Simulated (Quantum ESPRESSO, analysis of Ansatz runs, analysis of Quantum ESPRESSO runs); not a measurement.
# Reproducing a measured local vibrational mode: bond-centred H+ along c in ZnO (Quantum ESPRESSO)

Aim: the local vibrational mode of the bond-centred H+ along c in ZnO, to be set beside the measurement. Set-up: PBE, GBRV 1.5 PBE, 32-site cell, PBE lattice, k: the single point 1/4 1/4 1/4, displacement 0.15 A. The model is a cell of 32 host atoms with 1 H put in. The frequencies come from force constants among the defect atom and its neighbours, with the masses of the isotopes named.

What was measured. O-H stretch, 1H: 3611.3 cm⁻¹ at 10 K, by IR absorption (quoted in “Hydrogen and Related Defects in Oxide Semiconductors”, 2012, M. C. Tarun, 2012 (Ph.D. dissertation, Washington State University), quoting earlier work (2002)). O-D stretch, 2H: 2668 cm⁻¹ at 9 K, by FTIR absorption (quoted in “Hydrogen-related defects in hydrothermally grown ZnO studied by Fourier Transform Infrared Spectroscopy”, 2010, Halvard Haug, quoting earlier work (2005)).

Method: Quantum ESPRESSO plane-wave DFT, PBE, GBRV 1.5 PBE potentials; relaxation of all atoms of a defect supercell, in Quantum ESPRESSO 7.5.

### Step 1. The starting structure

The cell holds 33 atoms: 16 Zn, 16 O and 1 H. Its edges and angles: a = 6.562 Å, b = 6.562 Å, c = 10.593 Å, α = 90.0°, β = 90.0°, γ = 120.0°. It derives from ZnO (space group P6_3mc). Nearest the centre at fractional (0.667, 0.333, 0.368): H33 at 0.02 Å, O20 at 1.02 Å, Zn17 at 1.70 Å, Zn6 at 2.34 Å, Zn30 at 2.34 Å, Zn22 at 2.37 Å, O27 at 2.68 Å, O3 at 2.69 Å. The cell carries charge +1.

The host's primitive cell comes from a first run (Quantum ESPRESSO plane-wave DFT, PBE, GBRV 1.5 PBE potentials; relaxation of cell and atoms of a defect-free cell): vectors of 3.281, 3.281 and 5.297 Å. That is 12.34 Å³ an atom, 3.7 % over the diffraction cell's volume. The supercell is built on it.

### Step 2. Relaxation, charge +1

Every later number rests on the structure around the defect, so the atoms are relaxed at the host's lattice first.

Input file pw.in:

```
&CONTROL
  calculation = 'relax'
  prefix = 'pwscf'
  outdir = './tmp'
  pseudo_dir = './pseudo'
  tprnfor = .true.
  disk_io = 'low'
  nstep = 70
  forc_conv_thr = 0.00039
  etot_conv_thr = 0.0001
/
&SYSTEM
  ibrav = 0
  nat = 33
  ntyp = 3
  ecutwfc = 45
  ecutrho = 360
  nbnd = 212
  occupations = 'smearing'
  smearing = 'fd'
  degauss = 0.00073499
  tot_charge = 1
  nosym = .true.
/
&ELECTRONS
  conv_thr = 3d-08
  electron_maxstep = 100
  mixing_beta = 0.5
/
&IONS
  ion_dynamics = 'bfgs'
/
ATOMIC_SPECIES
Zn    65.3800 zn_pbe_v1.uspp.F.UPF
O     15.9990 o_pbe_v1.2.uspp.F.UPF
H      1.0080 h_pbe_v1.4.uspp.F.UPF
CELL_PARAMETERS angstrom
   6.5616149739    0.0000000000    0.0000000000
  -3.2808074869    5.6825253113    0.0000000000
   0.0000000000    0.0000000000   10.5930620368
ATOMIC_POSITIONS crystal
Zn     0.1657015811    0.3357747897    0.2498612777
Zn     0.3332578648    0.1638843594   -0.0008317434
O      0.3306697311    0.1633433314    0.1894814513
O      0.1672404045    0.3347201178    0.4412501955
Zn     0.1657056838    0.3304723671    0.7489280067
Zn     0.3354707713    0.1701563785    0.5000212491
O      0.3340633303    0.1645749111    0.6884698273
O      0.1638983007    0.3338047312    0.9397118161
Zn     0.1698224707    0.8347808657    0.2491565039
Zn     0.3332270469    0.6664727602   -0.0018966417
O      0.3330391580    0.6634832543    0.1895657708
O      0.1634536623    0.8325398841    0.4389331445
Zn     0.1681345828    0.8313143056    0.7497971328
Zn     0.3332418842    0.6665631581    0.4981014587
O      0.3318402831    0.6686599622    0.6897237464
O      0.1660941768    0.8339502665    0.9412933840
Zn     0.6634109982    0.3306315015    0.2077760846
Zn     0.8337900195    0.1658329543    0.0017411795
O      0.8319379345    0.1651337633    0.1878621977
O      0.6656936396    0.3323811397    0.4649082088
Zn     0.6651714761    0.3348590229    0.7509572694
Zn     0.8363069517    0.1676652206    0.5009521700
O      0.8340412469    0.1670328974    0.6913659173
O      0.6683241530    0.3344853160    0.9378630113
Zn     0.6677298599    0.8347975773    0.2516930987
Zn     0.8330539084    0.6692500745   -0.0008463439
O      0.8322956951    0.6643557293    0.1880943330
O      0.6664170279    0.8335662426    0.4413866817
Zn     0.6672717689    0.8307450342    0.7504912933
Zn     0.8336366664    0.6640566082    0.5007706484
O      0.8341444951    0.6691786706    0.6882230950
O      0.6672819350    0.8308728047    0.9387984287
H      0.6647267527    0.3333647236    0.3669926534
K_POINTS crystal
1
0.25 0.25 0.25 1.0
```

Run with:

```bash
OMP_NUM_THREADS=1 mpirun -n 4 pw.x -in pw.in > pw.out
```

What it wrote:

```text
This program is part of the open-source Quantum ESPRESSO suite
     for quantum simulation of materials; please cite
         "P. Giannozzi et al., J. Phys.:Condens. Matter 21 395502 (2009);
         "P. Giannozzi et al., J. Phys.:Condens. Matter 29 465901 (2017);
         "P. Giannozzi et al., J. Chem. Phys. 152 154105 (2020);
          URL
     in publications or presentations arising from this work. More details at

     Subspace diagonalization in iterative solution of the eigenvalue problem:
     one sub-group per band group will be used
     scalapack distributed-memory algorithm (size of sub-group:  2*  2 procs)

     --------------------
     sticks:   dense  smooth     PW     G-vecs:    dense   smooth      PW
     Min         953     478    127                76821    27187    3813
     Max         955     479    128                76822    27189    3820
     Sum        3817    1915    511               307285   108751   15267

     Using Slab Decomposition

     bravais-lattice index     =            0
     lattice parameter (alat)  =      12.3997  a.u.
     unit-cell volume          =    2665.4481 (a.u.)^3
     number of atoms/cell      =           33
     number of atomic types    =            3
     number of electrons       =       416.00
     number of Kohn-Sham states=          212
     kinetic-energy cutoff     =      45.0000  Ry
     charge density cutoff     =     360.0000  Ry
     scf convergence threshold =      3.0E-08
     mixing beta               =       0.5000
     number of iterations used =            8  plain     mixing
     energy convergence thresh.=      1.0E-04
     force convergence thresh. =      3.9E-04
     Exchange-correlation=  SLA  PW   PBX  PBC
                           (   1   4   3   4   0   0   0)
     nstep                     =           70

     celldm(1)=  12.399655  celldm(2)=   0.000000  celldm(3)=   0.000000
     celldm(4)=   0.000000  celldm(5)=   0.000000  celldm(6)=   0.000000

     crystal axes: (cart. coord. in units of alat)
               a(1) = (   1.000000   0.000000   0.000000 )
               a(2) = (  -0.500000   0.866025   0.000000 )
               a(3) = (   0.000000   0.000000   1.614399 )

     reciprocal axes: (cart. coord. in units 2 pi/alat)
               b(1) = (  1.000000  0.577350 -0.000000 )
               b(2) = (  0.000000  1.154701  0.000000 )
               b(3) = (  0.000000 -0.000000  0.619426 )

     PseudoPot. # 1 for Zn read from file:
     zn_pbe_v1.uspp.F.UPF
     Pseudo is Ultrasoft, Zval = 20.0
     Generated by new atomic code, or converted to UPF format
     Using radial grid of  943 points,  6 beta functions with:
                l(1) =   0
                l(2) =   0
                l(3) =   1
                l(4) =   1
                l(5) =   2
                l(6) =   2
     Q(r) pseudized with  8 coefficients,  rinner =    1.100   1.100   1.100
                                                       1.100   1.100

     PseudoPot. # 2 for O  read from file:
     o_pbe_v1.2.uspp.F.UPF
     Pseudo is Ultrasoft + core correction, Zval =  6.0
     Generated by new atomic code, or converted to UPF format
     Using radial grid of  737 points,  5 beta functions with:
                l(1) =   0
                l(2) =   0
                l(3) =   1
                l(4) =   1
                l(5) =   2
     Q(r) pseudized with  8 coefficients,  rinner =    0.900   0.900   0.900
                                                       0.900   0.900

     PseudoPot. # 3 for H  read from file:
     h_pbe_v1.4.uspp.F.UPF
     Pseudo is Ultrasoft, Zval =  1.0
     Generated by new atomic code, or converted to UPF format
     Using radial grid of  615 points,  2 beta functions with:
                l(1) =   0
                l(2) =   0
     Q(r) pseudized with  8 coefficients,  rinner =    0.700

     atomic species   valence    mass     pseudopotential
     Zn               20.00    65.38000     Zn( 1.00)
     O                 6.00    15.99900     O ( 1.00)
     H                 1.00     1.00800     H ( 1.00)

     No symmetry found

   Cartesian axes

     site n.     atom                  positions (alat units)
         1        Zn     tau(   1) = (  -0.0021858   0.2907895   0.4033757  )
         2        Zn     tau(   2) = (   0.2513157   0.1419280  -0.0013428  )
         3        O      tau(   3) = (   0.2489981   0.1414595   0.3058986  )
         4        O      tau(   4) = (  -0.0001197   0.2898761   0.7123537  )
         5        Zn     tau(   5) = (   0.0004695   0.2861975   1.2090683  )
         6        Zn     tau(   6) = (   0.2503926   0.1473597   0.8072336  )
         7        O      tau(   7) = (   0.2517759   0.1425261   1.1114647  )
         8        O      tau(   8) = (  -0.0030041   0.2890834   1.5170694  )
         9        Zn     tau(   9) = (  -0.2475680   0.7229414   0.4022379  )
        10        Zn     tau(  10) = (  -0.0000093   0.5771823  -0.0030619  )
        11        O      tau(  11) = (   0.0012975   0.5745934   0.3060347  )
        12        O      tau(  12) = (  -0.2528163   0.7210007   0.7086131  )
        13        Zn     tau(  13) = (  -0.2475226   0.7199393   1.2104714  )
        14        Zn     tau(  14) = (  -0.0000397   0.5772606   0.8041343  )
        15        O      tau(  15) = (  -0.0024897   0.5790765   1.1134891  )
        16        O      tau(  16) = (  -0.2508810   0.7222221   1.5196227  )
        17        Zn     tau(  17) = (   0.4980952   0.2863353   0.3354334  )
        18        Zn     tau(  18) = (   0.7508735   0.1436156   0.0028110  )
        19        O      tau(  19) = (   0.7493711   0.1430100   0.3032845  )
        20        O      tau(  20) = (   0.4995031   0.2878505   0.7505472  )
        21        Zn     tau(  21) = (   0.4977420   0.2899964   1.2123444  )
        22        Zn     tau(  22) = (   0.7524743   0.1452023   0.8087365  )
        23        O      tau(  23) = (   0.7505248   0.1446547   1.1161402  )
        24        O      tau(  24) = (   0.5010815   0.2896728   1.5140847  )
        25        Zn     tau(  25) = (   0.2503311   0.7229559   0.4063330  )
        26        Zn     tau(  26) = (   0.4984289   0.5795876  -0.0013663  )
        27        O      tau(  27) = (   0.5001178   0.5753489   0.3036592  )
        28        O      tau(  28) = (   0.2496339   0.7218895   0.7125740  )
        29        Zn     tau(  29) = (   0.2518993   0.7194463   1.2115921  )
        30        Zn     tau(  30) = (   0.5016084   0.5750899   0.8084434  )
        31        O      tau(  31) = (   0.4995552   0.5795257   1.1110664  )
[...]
atom    3 type  2   force =    -0.00014498   -0.00004582   -0.00004597
     atom    4 type  2   force =     0.00003987    0.00007670    0.00008926
     atom    5 type  1   force =    -0.00009523   -0.00025350    0.00015501
     atom    6 type  1   force =     0.00013138    0.00005837   -0.00023001
     atom    7 type  2   force =     0.00001610    0.00007039    0.00005953
     atom    8 type  2   force =    -0.00008436   -0.00011245    0.00003575
     atom    9 type  1   force =    -0.00006145    0.00002299   -0.00008105
     atom   10 type  1   force =     0.00003016   -0.00008245   -0.00001029
     atom   11 type  2   force =    -0.00001053    0.00009801   -0.00010141
     atom   12 type  2   force =     0.00025056   -0.00018463   -0.00012036
     atom   13 type  1   force =    -0.00032911    0.00019797    0.00014346
     atom   14 type  1   force =    -0.00000033   -0.00004765   -0.00051617
     atom   15 type  2   force =    -0.00003816   -0.00003410    0.00012771
     atom   16 type  2   force =     0.00001137    0.00004463   -0.00006499
[...]
Total force =     0.001409     Total SCF correction =     0.000056
     Energy error            =      4.1E-06 Ry
     Gradient error          =      5.2E-04 Ry/Bohr

     number of scf cycles    =  20
     number of bfgs steps    =  19

     energy             old  =   -7904.6127727357 Ry
     energy             new  =   -7904.6127768797 Ry

     CASE: energy            _new < energy            _old

     new trust radius        =       0.0020394862 bohr
     new conv_thr            =       0.0000000003 Ry

ATOMIC_POSITIONS (crystal)
Zn               0.1653788552        0.3352476722        0.2502987536
Zn               0.3201079638        0.1573049683       -0.0082110510
O                0.3256216197        0.1629511127        0.1870291691
O                0.1669191957        0.3313820584        0.4402483435
Zn               0.1671620814        0.3394351910        0.7494337027
Zn               0.3166184409        0.1560136841        0.5082649375
O                0.3333493393        0.1679392606        0.6952979963
O                0.1699560117        0.3371353758        0.9385584972
Zn               0.1654809703        0.8332141443        0.2510695065
Zn               0.3349282544        0.6645536586        0.0032789772
O                0.3323037058        0.6669160788        0.1920466310
O                0.1671473191        0.8326745565        0.4410761227
Zn               0.1674358416        0.8322485667        0.7494240219
Zn               0.3351374956        0.6647286932        0.4988722436
O                0.3324614226        0.6673819872        0.6876768036
O                0.1699825145        0.8291643128        0.9387326400
[...]
NEW-OLD atomic charge density approx. for the potential

     Check: negative core charge=   -0.000002

     Self-consistent Calculation

     iteration #  1     ecut=    45.00 Ry     beta= 0.50
     Davidson diagonalization with overlap
     ethr =  1.00E-06,  avg # of iterations =  3.0

     Threshold (ethr) on eigenvalues was too large:
     Diagonalizing with lowered threshold

     Davidson diagonalization with overlap
     ethr =  2.39E-10,  avg # of iterations =  4.0

     total energy              =   -7904.61277970 Ry
     estimated scf accuracy    <       0.00000123 Ry

     iteration #  2     ecut=    45.00 Ry     beta= 0.50
     Davidson diagonalization with overlap
     ethr =  2.95E-10,  avg # of iterations =  3.0

     total energy              =   -7904.61277983 Ry
     estimated scf accuracy    <       0.00000027 Ry

     iteration #  3     ecut=    45.00 Ry     beta= 0.50
     Davidson diagonalization with overlap
     ethr =  6.58E-11,  avg # of iterations =  3.0

     total energy              =   -7904.61277988 Ry
     estimated scf accuracy    <       0.00000008 Ry

     iteration #  4     ecut=    45.00 Ry     beta= 0.50
     Davidson diagonalization with overlap
     ethr =  2.04E-11,  avg # of iterations =  3.0

     total energy              =   -7904.61277990 Ry
     estimated scf accuracy    <          5.4E-09 Ry

     iteration #  5     ecut=    45.00 Ry     beta= 0.50
     Davidson diagonalization with overlap
     ethr =  1.31E-12,  avg # of iterations =  3.0

     total energy              =   -7904.61277990 Ry
     estimated scf accuracy    <          1.1E-09 Ry

     iteration #  6     ecut=    45.00 Ry     beta= 0.50
     Davidson diagonalization with overlap
     ethr =  2.69E-13,  avg # of iterations =  3.0

     End of self-consistent calculation

          k = 0.2500 0.4330 0.1549 ( 13581 PWs)   bands (ev):

  -115.8255-115.2364-115.2314-115.2309-115.1196-115.1193-115.1174-115.0838
  -114.9848-114.9848-114.9812-114.9690-114.9297-114.9293-114.9291-114.9187
[...]
3.9825   4.0130   4.0212   4.0434   4.0665   4.0833   4.0908   4.0922
     4.1000   4.1236   4.1362   4.1518   4.1997   4.2351   4.2523   4.2765
     4.3042   4.5406   4.5839   4.6316   4.6988   4.7467   4.8304   4.8829
     5.0194   5.0844   5.2391   5.3499   5.4337   5.4774   5.5124   5.5365
     5.7124   5.8943   5.9666   6.0211   6.1898   6.2456   6.2861   6.3433
     6.3761   6.4309   6.4591   6.5309   6.5588   6.6190   6.6991   6.7602
     6.8860   6.9451   7.0116   7.0450   7.1027   7.1691   7.2249   7.3436
     7.3715   7.4003   7.4478   7.4848   7.5636   7.5947   7.8400   7.8471
    11.1404  11.9769  12.3909  12.5788

     the Fermi energy is     8.6599 ev

!    total energy              =   -7904.61277990 Ry
     estimated scf accuracy    <          1.8E-10 Ry
     smearing contrib. (-TS)   =       0.00000000 Ry
     internal energy E=F+TS    =   -7904.61277990 Ry

     The total energy is F=E-TS. E is the sum of the following terms:
     one-electron contribution =   -6588.01490758 Ry
     hartree contribution      =    3460.71395418 Ry
     xc contribution           =    -793.39700853 Ry
     ewald contribution        =   -3983.91481797 Ry

     convergence has been achieved in   6 iterations

     Forces acting on atoms (cartesian axes, Ry/au):

[...]
atom   26 type  1   force =    -0.00002516   -0.00004884    0.00009592
     atom   27 type  2   force =    -0.00003758    0.00015459   -0.00013579
     atom   28 type  2   force =    -0.00013798   -0.00021431   -0.00001791
     atom   29 type  1   force =     0.00008812    0.00021738    0.00004097
     atom   30 type  1   force =    -0.00005235   -0.00022051    0.00006066
     atom   31 type  2   force =    -0.00009672   -0.00007293    0.00000303
     atom   32 type  2   force =     0.00017298   -0.00001448    0.00006742
     atom   33 type  3   force =     0.00020439   -0.00007777    0.00019097

     Total force =     0.001183     Total SCF correction =     0.000066
     Energy error            =      3.0E-06 Ry
     Gradient error          =      3.8E-04 Ry/Bohr

     bfgs converged in  21 scf cycles and  20 bfgs steps
     (criteria: energy <  1.0E-04 Ry, force <  3.9E-04 Ry/Bohr)

     End of BFGS Geometry Optimization

     Final energy             =   -7904.6127799005 Ry

     File ./tmp/pwscf.bfgs deleted, as requested
Begin final coordinates

ATOMIC_POSITIONS (crystal)
[...]
Zn               0.8418827268        0.6788908333       -0.0080076357
O                0.8355985670        0.6728830025        0.1872782378
O                0.6684588060        0.8329802763        0.4402421952
Zn               0.6602790587        0.8324224829        0.7495265259
Zn               0.8438315699        0.6832807536        0.5083946678
O                0.8318613523        0.6663403652        0.6953881336
O                0.6624209599        0.8295371859        0.9386387421
H                0.6669115702        0.3336141028        0.3693391717
End final coordinates

=------------------------------------------------------------------------------=
   JOB DONE.
=------------------------------------------------------------------------------=
```

The job ended after 15 min (4 MPI ranks of Arm Neoverse V1, shared host; peak memory 1.7 GiB; 62 min of CPU time).

Relaxation path:

```
step  energy less that of the first step (eV)
   0                                   0.0000
   1                                  -0.4067
   2                                  -0.7172
   3                                  -0.7992
   4                                  -0.8398
   5                                  -0.8759
   6                                  -0.8948
   7                                  -0.9058
   8                                  -0.9120
   9                                  -0.9166
  10                                  -0.9198
  11                                  -0.9227
  12                                  -0.9251
  13                                  -0.9266
  14                                  -0.9274
  15                                  -0.9279
  16                                  -0.9281
  17                                  -0.9283
  18                                  -0.9283
  19                                  -0.9284
  20                                  -0.9284
```

The atoms that moved most (Å):

```
atom      dx      dy      dz  length
Zn17  -0.006   0.020  -0.327   0.328
 Zn6  -0.077  -0.080   0.087   0.142
Zn30   0.004   0.109   0.081   0.136
Zn18   0.076  -0.045  -0.099   0.133
Zn22   0.086  -0.066   0.075   0.132
 O24  -0.001  -0.013   0.129   0.130
 Zn2  -0.065  -0.037  -0.078   0.108
Zn26   0.026   0.055  -0.076   0.097
```

The relaxed structure:

```
CELL_PARAMETERS angstrom
6.56161 0.00000 0.00000
-3.28081 5.68253 0.00000
0.00000 0.00000 10.59306
ATOMIC_POSITIONS crystal
Zn 0.16538 0.33525 0.25030
Zn 0.32011 0.15730 0.99179
O 0.32562 0.16295 0.18703
O 0.16692 0.33138 0.44025
Zn 0.16716 0.33944 0.74943
Zn 0.31662 0.15601 0.50826
O 0.33335 0.16794 0.69530
O 0.16996 0.33714 0.93856
Zn 0.16548 0.83321 0.25107
Zn 0.33493 0.66455 0.00328
O 0.33230 0.66692 0.19205
O 0.16715 0.83267 0.44108
Zn 0.16744 0.83225 0.74942
Zn 0.33514 0.66473 0.49887
O 0.33246 0.66738 0.68768
O 0.16998 0.82916 0.93873
Zn 0.66424 0.33417 0.17687
Zn 0.84149 0.15797 0.99240
O 0.83452 0.16491 0.18727
O 0.66701 0.33303 0.46226
Zn 0.66507 0.33443 0.75489
Zn 0.84367 0.15609 0.50803
O 0.83186 0.16773 0.69463
O 0.66708 0.33219 0.95008
Zn 0.66392 0.83394 0.25029
Zn 0.84188 0.67889 0.99199
O 0.83560 0.67288 0.18728
O 0.66846 0.83298 0.44024
Zn 0.66028 0.83242 0.74953
Zn 0.84383 0.68328 0.50839
O 0.83186 0.66634 0.69539
O 0.66242 0.82954 0.93864
H 0.66691 0.33361 0.36934
```

Neighbours of H33 at the end:

```
atom  distance (Å)
 O20         0.984
Zn17         2.039
Zn30         2.473
 Zn6         2.476
Zn22         2.492
 O19         2.715
 O27         2.727
  O3         2.737
```

(Continued in part 2 of 2.)

[Logs are printed without paths, hosts, clocks, repeated set-up lines and the standing remarks that a program may print on its own settings, such as how far it seeks lower states.]

[Hosts, paths, dates, database ids (printed as entryN), source tags and the programs' standing remarks are cut or masked in the printed files.]

[For some hosts the program warned that the k-mesh of the response run may be too coarse for force constants and the static dielectric constant; such warnings are not shown here.]
